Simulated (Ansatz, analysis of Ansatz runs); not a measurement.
# MgH2 (P4_2/mnm), nudged elastic band: V_H hop (2.5 Å) (q = +1)

Aim: the barrier of one jump in MgH2 (P4_2/mnm) at charge +1: V_H hop (2.5 Å). The model is a cell of 72 host atoms with 1 H taken out; H is the atom that moves.

Calculated with Ansatz 0.2.0; plane-wave PAW DFT, PBEsol; nudged elastic band between two relaxed defect structures at fixed charge in a uniform background.

Report form: the programs' logs are mostly left out.

In doubt: a hybrid run on one k-point (step 9), which bears on gaps, levels and energies.

## (1) The structure

The cell holds 71 atoms: 24 Mg and 47 H. Cell: a = 8.954 Å, b = 8.954 Å, c = 9.023 Å, α = 90.0°, β = 90.0°, γ = 90.0°. It derives from MgH2 (space group P4_2/mnm). Nearest the centre at fractional (0.500, 0.500, 0.500): H47 at 1.24 Å, Mg67 at 1.50 Å, Mg61 at 1.50 Å, H15 at 2.44 Å, H70 at 2.44 Å, H9 at 2.44 Å, H64 at 2.44 Å, Mg25 at 3.17 Å. The cell carries charge +1.

The cell's shortest repeat is 9.0 Å.

## (2) Relaxation of the start point, charge +1

A barrier is counted from a minimum, so both ends are relaxed first. Small random displacements break the symmetry of the ideal sites, so that the defect can distort if it gains by it. The charge of +1 is set by the electron count, and a uniform background keeps the cell neutral.

Contents of qp1.start/input.yaml:

```yaml
crystal:
  lattice:
    - [8.95437031, 0.0, 0.0]
    - [0.0, 8.95437031, 0.0]
    - [0.0, 0.0, 9.0232221]
  atoms:
    - { symbol: Mg, position: [0.25, 0.25, 0.16666667] }
    - { symbol: Mg, position: [0.0, 0.0, 0.0] }
    - { symbol: H, position: [0.34777188, 0.34777188, 0.0] }
    - { symbol: H, position: [0.40222812, 0.09777188, 0.16666667] }
    - { symbol: H, position: [0.15222812, 0.15222812, 0.0] }
    - { symbol: H, position: [0.09777188, 0.40222812, 0.16666667] }
    - { symbol: Mg, position: [0.25, 0.25, 0.5] }
    - { symbol: Mg, position: [0.0, 0.0, 0.33333333] }
[... 59 atom lines left out ...]
    - { symbol: H, position: [0.84777188, 0.84777188, 0.66666667] }
    - { symbol: H, position: [0.90222812, 0.59777188, 0.83333333] }
    - { symbol: H, position: [0.65222812, 0.65222812, 0.66666667] }
    - { symbol: H, position: [0.59777188, 0.90222812, 0.83333333] }
total_charge: 1
basis:
  ecutwfc: 420
  xc_grid: 2
hamiltonian:
  xc: pbesol
kpoints:
  mp_grid: { grid: [1, 1, 1], shift: [0.25, 0.25, 0.25] }
scf:
  occupations: { method: fixed }
  max_iter: 120
output:
  forces: true
relax:
  f_tol: 0.02
  max_steps: 70
  random_displacement: { amplitude: 0.03, seed: 8476 }
```

Run with:

```
$ ansatz run input.yaml --threads 4 --pin off --max-ram 7536MiB --backend cpu --events-out ev --progress --plain --runs-dir out
```

The job ended after 12 s (4 threads of Arm Neoverse V2, shared host; peak memory 0.96 GiB).

Step by step:

```
step  energy less that of the first step (eV)  largest force component (eV/Å)
   1                                   0.0000                          1.2397
   2                                  -0.7817                          0.2314
   3                                  -0.9429                          0.0670
   4                                  -0.9530                          0.0072
```

The atoms that moved most (Å, from the sites as typed, ahead of the random displacement, the mean shift of all atoms taken out):

| atom | dx | dy | dz | length |
| --- | --- | --- | --- | --- |
| Mg25 | -0.196 | 0.195 | 0.000 | 0.277 |
| Mg67 | 0.167 | -0.166 | 0.145 | 0.277 |
| Mg61 | 0.164 | -0.166 | -0.145 | 0.275 |
| H29 | -0.106 | 0.104 | -0.001 | 0.149 |
| H53 | 0.053 | -0.053 | 0.123 | 0.144 |
| H41 | 0.053 | -0.052 | -0.123 | 0.144 |
| H34 | 0.078 | -0.057 | -0.073 | 0.121 |
| H27 | 0.056 | -0.076 | 0.073 | 0.119 |

Neighbours of H47 at the end:

| atom | distance (Å) |
| --- | --- |
| Mg67 | 1.888 |
| Mg61 | 1.889 |
| Mg42 | 2.017 |
| H64 | 2.685 |
| H9 | 2.686 |
| H70 | 2.686 |
| H15 | 2.686 |
| H44 | 2.735 |
| H52 | 2.736 |
| H50 | 2.746 |
| H46 | 2.747 |

This step gave:

| Property | Result |
| --- | --- |
| free energy | -46641.0782 eV |
| r.m.s. move of the farther half of the atoms | 0.04256 Å |
| largest move from the ideal geometry of this structure, a common shift of the far atoms taken out | 0.2870 Å |

The relaxation gained 0.953 eV and ended with a largest force component of 0.0072 eV/Å.

## (3) Relaxation of the end point, charge +1

The end point is relaxed in the same cell and settings, so that the two energies compare. Atoms more than 3.2 Å from the middle of the hop start where the first relaxation left them, the nearer ones on or close to their ideal places, with small random displacements.

Contents of qp1.end/input.yaml:

```yaml
crystal:
  lattice:
    - [8.95437031, 0.0, 0.0]
    - [0.0, 8.95437031, 0.0]
    - [0.0, 0.0, 9.0232221]
  atoms:
    - { symbol: Mg, position: [0.24878732, 0.25017665, 0.16628577] }
    - { symbol: Mg, position: [0.00697725, -0.00700679, -6.529e-05] }
[... 4 atom lines left out ...]
    - { symbol: Mg, position: [0.25, 0.25, 0.5] }
[... 1 atom line left out ...]
    - { symbol: H, position: [0.34777188, 0.34777188, 0.33333333] }
[... 5 atom lines left out ...]
    - { symbol: H, position: [0.34777188, 0.34777188, 0.66666667] }
[... 9 atom lines left out ...]
    - { symbol: Mg, position: [0.25, 0.75, 0.5] }
[... 7 atom lines left out ...]
    - { symbol: H, position: [0.40634438, 0.59343918, 0.82937398] }
[... 8 atom lines left out ...]
    - { symbol: Mg, position: [0.75, 0.25, 0.5] }
[... 4 atom lines left out ...]
    - { symbol: H, position: [0.402214, 0.597786, 0.5] }
[... 12 atom lines left out ...]
    - { symbol: Mg, position: [0.75, 0.75, 0.5] }
    - { symbol: Mg, position: [0.5, 0.5, 0.33333333] }
[... 2 atom lines left out ...]
    - { symbol: H, position: [0.65222812, 0.65222812, 0.33333333] }
[... 2 atom lines left out ...]
    - { symbol: Mg, position: [0.5, 0.5, 0.66666667] }
[... 2 atom lines left out ...]
    - { symbol: H, position: [0.65222812, 0.65222812, 0.66666667] }
    - { symbol: H, position: [0.59614923, 0.90149387, 0.83203499] }
total_charge: 1
basis:
  ecutwfc: 420
  xc_grid: 2
hamiltonian:
  xc: pbesol
kpoints:
  mp_grid: { grid: [1, 1, 1], shift: [0.25, 0.25, 0.25] }
scf:
  occupations: { method: fixed }
  max_iter: 120
output:
  forces: true
relax:
  f_tol: 0.02
  max_steps: 70
  random_displacement: { amplitude: 0.01, seed: 8476 }
```

It took 12 s on 4 threads; peak memory 0.96 GiB.

Step by step:

```
step  energy less that of the first step (eV)  largest force component (eV/Å)
   1                                   0.0000                          1.2750
   2                                  -0.7558                          0.4187
   3                                  -0.9363                          0.0510
   4                                  -0.9454                          0.0090
```

The atoms that moved most (Å, from the sites as typed, ahead of the random displacement):

```
atom      dx      dy      dz  length
Mg42   0.198  -0.198   0.000   0.280
Mg67  -0.159   0.160   0.146   0.269
Mg61  -0.160   0.159  -0.146   0.269
 H33  -0.083   0.086   0.160   0.200
 H53  -0.087   0.084  -0.158   0.199
 H22  -0.085   0.083  -0.159   0.199
 H41  -0.084   0.086   0.158   0.198
 H29   0.131  -0.130   0.001   0.185
```

Neighbours of H47 at the end:

| atom | distance (Å) |
| --- | --- |
| Mg61 | 1.889 |
| Mg67 | 1.889 |
| Mg25 | 2.019 |
| H70 | 2.684 |
| H64 | 2.685 |
| H9 | 2.685 |
| H15 | 2.685 |
| H34 | 2.733 |
| H27 | 2.734 |
| H28 | 2.745 |
| H32 | 2.746 |

This step gave:

| Quantity | Value |
| --- | --- |
| free energy | -46641.0782 eV |
| r.m.s. move of the farther half of the atoms | 0.04184 Å |
| largest move from the ideal geometry of this structure, a common shift of the far atoms taken out | 0.2860 Å |

The relaxation gained 0.945 eV and ended with a largest force component of 0.0090 eV/Å. The end lies within 1 meV of the start.

## (4) Nudged elastic band, charge +1

5 movable images are laid between the ends on a pair-potential path, which keeps atoms from colliding in the first guess. Each image feels the true force across the path and a spring force along it. The highest image is set to climb to the top of the path.

This step: plane-wave PAW DFT, PBEsol; nudged elastic band between two relaxed defect structures at fixed charge in a uniform background.

Contents of qp1.neb/input.yaml:

```yaml
crystal:
  lattice:
    - [8.95437031, 0.0, 0.0]
    - [0.0, 8.95437031, 0.0]
    - [0.0, 0.0, 9.0232221]
  atoms:
    - { symbol: Mg, position: [0.24880192, 0.25058389, 0.16628304] }
    - { symbol: Mg, position: [0.00699185, -0.00659955, -6.803e-05] }
    - { symbol: H, position: [0.34738708, 0.3486135, 0.00016615] }
    - { symbol: H, position: [0.40056091, 0.09744195, 0.16792473] }
    - { symbol: H, position: [0.15295134, 0.15066796, -0.00014524] }
    - { symbol: H, position: [0.098461, 0.40422277, 0.16797304] }
    - { symbol: Mg, position: [0.2468829, 0.25036357, 0.49995531] }
    - { symbol: Mg, position: [-0.00521859, 0.00551415, 0.33081145] }
    - { symbol: H, position: [0.34639502, 0.35694114, 0.33632617] }
    - { symbol: H, position: [0.39953456, 0.09820039, 0.49990494] }
    - { symbol: H, position: [0.15132487, 0.15395107, 0.33289282] }
    - { symbol: H, position: [0.09167723, 0.3987827, 0.49988963] }
    - { symbol: Mg, position: [0.24912084, 0.25078573, 0.83377413] }
    - { symbol: Mg, position: [-0.00506832, 0.0055537, 0.66903866] }
    - { symbol: H, position: [0.34612814, 0.35776534, 0.66342872] }
    - { symbol: H, position: [0.40069291, 0.09768757, 0.83204459] }
    - { symbol: H, position: [0.15203956, 0.15347266, 0.66710742] }
    - { symbol: H, position: [0.09876864, 0.40419069, 0.83226978] }
    - { symbol: Mg, position: [0.2542676, 0.74624905, 0.16834896] }
    - { symbol: Mg, position: [0.00023769, 0.50150425, 0.00013266] }
    - { symbol: H, position: [0.34978794, 0.84430384, 3.006e-05] }
    - { symbol: H, position: [0.4066366, 0.59420534, 0.17052617] }
    - { symbol: H, position: [0.15623902, 0.65053904, -8.16e-06] }
    - { symbol: H, position: [0.10152861, 0.89933506, 0.17239142] }
    - { symbol: Mg, position: [0.22846477, 0.77192474, 0.4999914] }
    - { symbol: Mg, position: [-0.00061499, 0.50022481, 0.33369521] }
    - { symbol: H, position: [0.35432166, 0.83933026, 0.34140866] }
    - { symbol: H, position: [0.16108776, 0.64618777, 0.34088712] }
    - { symbol: H, position: [0.0862211, 0.91396143, 0.49989991] }
    - { symbol: Mg, position: [0.25421506, 0.74612995, 0.83166599] }
    - { symbol: Mg, position: [-0.00042693, 0.49999821, 0.66639472] }
    - { symbol: H, position: [0.35404838, 0.83956756, 0.65911529] }
    - { symbol: H, position: [0.40635898, 0.59384642, 0.82937124] }
    - { symbol: H, position: [0.1612793, 0.64592866, 0.65854425] }
    - { symbol: H, position: [0.10095666, 0.89868373, 0.82750521] }
    - { symbol: Mg, position: [0.75461753, 0.24559127, 0.16385946] }
    - { symbol: Mg, position: [0.4989254, 0.00022307, -7.4e-05] }
    - { symbol: H, position: [0.85188882, 0.34621277, 0.00031335] }
    - { symbol: H, position: [0.90441164, 0.09588797, 0.16326199] }
    - { symbol: H, position: [0.65421978, 0.14860038, -0.0002408] }
    - { symbol: H, position: [0.60398369, 0.39649417, 0.15302384] }
    - { symbol: Mg, position: [0.75078657, 0.24964676, 0.50001265] }
    - { symbol: Mg, position: [0.50039106, 0.00091544, 0.3336557] }
    - { symbol: H, position: [0.84031772, 0.35302935, 0.33310368] }
    - { symbol: H, position: [0.900043, 0.10050066, 0.49996234] }
    - { symbol: H, position: [0.64836107, 0.15886045, 0.3328156] }
    - { symbol: H, position: [0.59154646, 0.40889331, 0.49993415] }
    - { symbol: Mg, position: [0.75487676, 0.24579978, 0.83618481] }
    - { symbol: Mg, position: [0.50019645, 0.00109976, 0.66633911] }
    - { symbol: H, position: [0.84142778, 0.35221418, 0.66722378] }
    - { symbol: H, position: [0.90463041, 0.0960561, 0.83661229] }
    - { symbol: H, position: [0.64743148, 0.16011501, 0.66694169] }
    - { symbol: H, position: [0.60402183, 0.3964506, 0.8469929] }
    - { symbol: Mg, position: [0.74957996, 0.75131711, 0.16627757] }
    - { symbol: Mg, position: [0.49701368, 0.50340704, -3.33e-05] }
    - { symbol: H, position: [0.84968292, 0.84751485, 0.000192] }
    - { symbol: H, position: [0.90283182, 0.59987559, 0.16803567] }
    - { symbol: H, position: [0.6518359, 0.65299711, -0.00014827] }
    - { symbol: H, position: [0.59612171, 0.9016126, 0.16774166] }
    - { symbol: Mg, position: [0.75003623, 0.75348505, 0.50010066] }
    - { symbol: Mg, position: [0.51869496, 0.48151134, 0.31721206] }
    - { symbol: H, position: [0.84679086, 0.84845439, 0.33289531] }
    - { symbol: H, position: [0.90246402, 0.60106088, 0.50014824] }
    - { symbol: H, position: [0.64261721, 0.6542974, 0.33659454] }
    - { symbol: H, position: [0.60156747, 0.90867708, 0.50012815] }
    - { symbol: Mg, position: [0.74986995, 0.75160814, 0.83377404] }
    - { symbol: Mg, position: [0.51903449, 0.48159635, 0.68272995] }
    - { symbol: H, position: [0.84638567, 0.84915714, 0.66714504] }
    - { symbol: H, position: [0.90317135, 0.59997754, 0.8321242] }
    - { symbol: H, position: [0.64360341, 0.65390829, 0.66371552] }
    - { symbol: H, position: [0.59616383, 0.90190111, 0.83203226] }
total_charge: 1
basis:
  ecutwfc: 420
  xc_grid: 2
hamiltonian:
  xc: pbesol
kpoints:
  mp_grid: { grid: [1, 1, 1], shift: [0.25, 0.25, 0.25] }
scf:
  occupations: { method: fixed }
  max_iter: 120
output:
  forces: true
neb:
  images: 5
  f_tol: 0.04
  climbing: true
  initial_path: idpp
  max_iterations: 45
  order_check: true
  final_atoms:
    - { symbol: Mg, position: [0.25004998, 0.24922264, 0.1661989] }
    - { symbol: Mg, position: [-0.00691109, 0.00732424, -2.624e-05] }
[... 4 atom lines left out ...]
    - { symbol: Mg, position: [0.24977706, 0.24710597, 0.49990326] }
[... 1 atom line left out ...]
    - { symbol: H, position: [0.35647937, 0.34686076, 0.33632854] }
[... 5 atom lines left out ...]
    - { symbol: H, position: [0.35738313, 0.34645684, 0.66339533] }
[... 6 atom lines left out ...]
    - { symbol: H, position: [0.39630879, 0.60430221, 0.15290049] }
[... 10 atom lines left out ...]
    - { symbol: H, position: [0.39625657, 0.60425985, 0.84708675] }
[... 8 atom lines left out ...]
    - { symbol: Mg, position: [0.77135298, 0.22911189, 0.49999912] }
[... 4 atom lines left out ...]
    - { symbol: H, position: [0.40879532, 0.59174225, 0.49998152] }
[... 12 atom lines left out ...]
    - { symbol: Mg, position: [0.75329268, 0.75062737, 0.5001206] }
    - { symbol: Mg, position: [0.48133012, 0.51896936, 0.31716581] }
[... 2 atom lines left out ...]
    - { symbol: H, position: [0.65406089, 0.64296645, 0.33659574] }
[... 2 atom lines left out ...]
    - { symbol: Mg, position: [0.48145708, 0.51912347, 0.68282087] }
[... 2 atom lines left out ...]
    - { symbol: H, position: [0.65362114, 0.64389759, 0.66369292] }
    - { symbol: H, position: [0.59950959, 0.90355171, 0.83212294] }
```

Elapsed: 3.4 min, on 4 threads; peak memory 3.3 GiB.

Images along the path:

| image | path (Å) | energy (eV) | H47: x, y, z (Å) |
| --- | --- | --- | --- |
| 0 | 0.000 | 0.0000 | 5.297, 3.661, 4.511 |
| 1 | 0.458 | 0.1044 | 5.099, 3.898, 4.511 |
| 2 | 0.917 | 0.3247 | 4.825, 4.203, 4.511 |
| 3 | 1.375 | 0.4319 | 4.526, 4.528, 4.511 |
| 4 | 1.830 | 0.3267 | 4.204, 4.825, 4.511 |
| 5 | 2.285 | 0.1081 | 3.900, 5.099, 4.511 |
| 6 | 2.741 | 0.0000 | 3.661, 5.299, 4.511 |

Read from the output:

| Quantity | Value |
| --- | --- |
| free energy | -46640.6463 eV |
| barrier forward | 0.4319 eV |
| barrier backward | 0.4319 eV |
| end less start | 2.86e-5 eV |
| hop length | 2.315 Å |

Track of the atom that was set to move:

| image | x (Å) | y (Å) | z (Å) | nearest neighbour | distance (Å) |
| --- | --- | --- | --- | --- | --- |
| 0 | 5.297 | 3.661 | 4.511 | Mg | 1.888 |
| 1 | 5.099 | 3.898 | 4.511 | Mg | 1.833 |
| 2 | 4.825 | 4.203 | 4.511 | Mg | 1.757 |
| 3 | 4.526 | 4.528 | 4.511 | Mg | 1.727 |
| 4 | 4.204 | 4.825 | 4.511 | Mg | 1.756 |
| 5 | 3.9 | 5.099 | 4.511 | Mg | 1.831 |
| 6 | 3.661 | 5.299 | 4.511 | Mg | 1.889 |

The band met its tolerance of 0.04 eV/Å after 4 iterations, with image 3 on top (the start counts as 0). H47, which moves farthest between the ends, has 3 Mg at 1.89 to 2.02 Å nearest at the start and 2 Mg at 1.73 Å at the top.

## (5) Single point at the start point, PBEsol, denser k-mesh

Three single points on a mesh of more k-points (start, top, end) test the sampling. The start is shown; top and end are run alike.

This step: plane-wave PAW DFT, PBEsol; single point of a defect supercell on a structure of the PBEsol path.

Contents of qp1.start.mesh/input.yaml:

```yaml
crystal:
  lattice:
    - [8.95437031, 0.0, 0.0]
    - [0.0, 8.95437031, 0.0]
    - [0.0, 0.0, 9.0232221]
  atoms:
    - { symbol: Mg, position: [0.24880192, 0.25058389, 0.16628304] }
    - { symbol: Mg, position: [0.00699185, -0.00659955, -6.803e-05] }
[... 4 atom lines left out ...]
    - { symbol: Mg, position: [0.2468829, 0.25036357, 0.49995531] }
[... 1 atom line left out ...]
    - { symbol: H, position: [0.34639502, 0.35694114, 0.33632617] }
[... 5 atom lines left out ...]
    - { symbol: H, position: [0.34612814, 0.35776534, 0.66342872] }
[... 6 atom lines left out ...]
    - { symbol: H, position: [0.4066366, 0.59420534, 0.17052617] }
[... 10 atom lines left out ...]
    - { symbol: H, position: [0.40635898, 0.59384642, 0.82937124] }
[... 8 atom lines left out ...]
    - { symbol: Mg, position: [0.75078657, 0.24964676, 0.50001265] }
[... 4 atom lines left out ...]
    - { symbol: H, position: [0.59154646, 0.40889331, 0.49993415] }
[... 12 atom lines left out ...]
    - { symbol: Mg, position: [0.75003623, 0.75348505, 0.50010066] }
    - { symbol: Mg, position: [0.51869496, 0.48151134, 0.31721206] }
[... 2 atom lines left out ...]
    - { symbol: H, position: [0.64261721, 0.6542974, 0.33659454] }
[... 2 atom lines left out ...]
    - { symbol: Mg, position: [0.51903449, 0.48159635, 0.68272995] }
[... 2 atom lines left out ...]
    - { symbol: H, position: [0.64360341, 0.65390829, 0.66371552] }
    - { symbol: H, position: [0.59616383, 0.90190111, 0.83203226] }
total_charge: 1
basis:
  ecutwfc: 420
  xc_grid: 2
hamiltonian:
  xc: pbesol
kpoints:
  mp_grid: { grid: [2, 2, 2], shift: [0.5, 0.5, 0.5] }
scf:
  occupations: { method: fixed }
  max_iter: 120
output:
  forces: true
  eigenvalues: true
checkpoint:
  write: "../qp1.start.mesh.run"
  compress: false
  write_wavefunctions: false
  write_every: 100000
```

The job ended after 14 s (4 threads; peak memory 2.7 GiB; 56 s of CPU time).

Read from the output:

```
free energy : -46641.0724 eV
```

## (6) Barrier from single points, PBEsol, denser k-mesh

Analysis of the runs above: barrier from PBEsol single points on the PBEsol path.

It gives:

```yaml
barrier_forward: 0.4426 eV
barrier_backward: 0.4425 eV
end_less_start: 9.58e-5 eV
```

This gives 0.443 eV against the band's 0.432 eV (backward 0.442 against 0.432 eV). This mesh holds only the band's own point and its sign variants, so it tests the average over those and no finer sampling.

## (7) Single point at the start point, r2SCAN

Three single points with a meta-GGA, at its higher cutoff of 500 eV, show what it does to the barrier on the path found. The start is shown; top and end are run alike.

This step: plane-wave PAW DFT, r2SCAN; single point of a defect supercell on a structure of the PBEsol path.

qp1.start.r2scan/input.yaml, as its differences from qp1.start.mesh/input.yaml of step 5:

```diff
@@ -34,8 +34,8 @@
 basis:
-  ecutwfc: 420
+  ecutwfc: 500
   xc_grid: 2
 hamiltonian:
-  xc: pbesol
+  xc: r2scan
 kpoints:
-  mp_grid: { grid: [2, 2, 2], shift: [0.5, 0.5, 0.5] }
+  mp_grid: { grid: [1, 1, 1], shift: [0.25, 0.25, 0.25] }
 scf:
@@ -47,3 +47,3 @@
 checkpoint:
-  write: "../qp1.start.mesh.run"
+  write: "../qp1.start.r2scan.run"
   compress: false
```

The job ended after 9.3 s (4 threads; peak memory 1.5 GiB).

This step gave:

| Item | Value |
| --- | --- |
| free energy | -47005.4754 eV |

## (8) Barrier from single points, r2SCAN

Analysis of the runs above: barrier from r2SCAN single points on the PBEsol path.

It gives:

- barrier forward: 0.3954 eV
- barrier backward: 0.3949 eV
- end less start: 5.09e-4 eV

This gives 0.395 eV against the band's 0.432 eV.

## (9) Single point at the start point, HSE06

A whole band with exact exchange would cost too much, so three single points on the path found stand in. The start is shown; top and end are run alike.

This step: plane-wave PAW DFT, HSE06; single point of a defect supercell on a structure of the PBEsol path.

qp1.start.hse06/input.yaml, as its differences from qp1.start.r2scan/input.yaml of step 7:

```diff
@@ -34,6 +34,6 @@
 basis:
-  ecutwfc: 500
+  ecutwfc: 420
   xc_grid: 2
 hamiltonian:
-  xc: r2scan
+  xc: hse06
 kpoints:
@@ -47,3 +47,3 @@
 checkpoint:
-  write: "../qp1.start.r2scan.run"
+  write: "../qp1.start.hse06.run"
   compress: false
```

The job ended after 82 s (4 threads; peak memory 1.6 GiB).

Read from the output:

* free energy: -46944.3215 eV

## (10) Barrier from single points, HSE06

Analysis of the runs above: barrier from HSE06 single points on the PBEsol path.

It gives:

* barrier forward: 0.3929 eV
* barrier backward: 0.3924 eV
* end less start: 4.46e-4 eV

This gives 0.393 eV against the band's 0.432 eV.

(Part 1 of 2 ends here.)

[Logs are printed without paths, hosts, clocks, repeated set-up lines and the standing remarks that a program may print on its own settings, such as how far it seeks lower states.]

[Hosts, paths, dates, database ids (printed as entryN), source tags and the programs' standing remarks are cut or masked in the printed files.]
